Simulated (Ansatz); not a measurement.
## Mo2C monolayer: from the cell to its phonons

Aim: the phonons of Mo2C monolayer at a cell relaxed beforehand at this level. After the zone centre comes a 6×6×1 q mesh on a 18×18×1 k mesh.

Method: DFT PBEsol, scalar-relativistic, plane waves, PAW; PAW set soft_1, in Ansatz 0.2.0.

**1. Set-up**

The cell holds 3 atoms: 1 C and 2 Mo. Its edges and angles: a = 2.960 Å, b = 2.960 Å, c = 28.600 Å, α = 90.0°, β = 90.0°, γ = 120.0°. It derives from Mo2C. Vacuum lies along c.

**2. Zone-centre response**

The cell comes from relaxations at this level that are not shown. The zone centre comes first: it holds the modes that light can see, as far as symmetry allows. No field response is asked, since the mesh shows no gap.

input.yaml

```yaml
crystal:
  lattice:
    - [2.9598988274, 0.0, 0.0]
    - [-1.4799494137, 2.5633475772, 0.0]
    - [0.0, 0.0, 28.6]
  atoms:
    - { symbol: C, position: [0.0, 0.0, 0.3496503497] }
    - { symbol: Mo, position: [0.3333333333, 0.6666666667, 0.390416411] }
    - { symbol: Mo, position: [0.6666666667, 0.3333333333, 0.3088842884] }
  periodic: [true, true, false]
kpoints:
  mp_grid: { grid: [18, 18, 1] }
hamiltonian:
  xc: pbesol
  pseudopotentials: { kind: paw, azcp: { folder: soft_1 }, xc_functional: pbe }
scf:
  occupations: { method: methfessel_paxton, width: 0.2 }
output:
  eigenvalues: true
phonons:
  method: dfpt
```

Run with:

```bash
> ansatz run input.yaml --threads 8 --pin off --max-ram 16384MiB --backend cpu --events-out ev --progress --plain --runs-dir out
```

The runs that follow: response at finite wavevector; isotope substitution, element C, natural mass 12.011 amu; another isotope, element Mo, natural mass 95.95 amu. Settings of the main run: cutoff 420 eV, 18×18×1 k-mesh, 6×6×1 q-mesh, Methfessel-Paxton occupations, smearing width 0.2 eV, PAW set soft 1.

Before running: what should come out for the highest optical mode at the zone centre and lowest optical zone-centre mode?

The masses differ by a factor of 8.0 (Mo against C): the 3 top branches, three for each C, split off, and on this path no mode lies between 246 and 566 cm⁻¹. No mode is imaginary at the 7 irreducible wavevectors solved, but between them the interpolated path dips to 11.1i cm⁻¹, so stability is not settled. The optical modes at Γ span 165 to 670 cm⁻¹.

```
electronic character                                    : no gap on this mesh
highest optical mode at the zone centre (no LO-TO term) : 670 cm⁻¹
lowest optical zone-centre mode                         : 165 cm⁻¹
lowest mode on the q mesh (acoustic modes at Γ apart)   : 37.5 cm⁻¹
highest frequency on the path or at a solved wavevector : 702 cm⁻¹
imaginary modes on the 6×6×1 q mesh                     : none
```

The highest mode in this list at Γ, 669.7 cm⁻¹, is mostly motion of C (94 % of the kinetic energy). With no gap, or one that is small against the smearing, the frequencies hang on the k mesh and the smearing, most of all near Kohn anomalies. In a sheet or slab the interpolated bending branch near Γ is rough, since the rotational sum rule isn't imposed. The PAW files were made for PBE and serve the other functionals too. The starting cell was built on a prototype and not taken from a measurement. These are harmonic frequencies at zero temperature: anharmonic shifts, linewidths and thermal expansion are left out.

[Logs are printed without paths, hosts, clocks, repeated set-up lines and the standing remarks that a program may print on its own settings, such as how far it seeks lower states.]

[Hosts, paths, dates, database ids (printed as entryN), source tags and the programs' standing remarks are cut or masked in the printed files.]
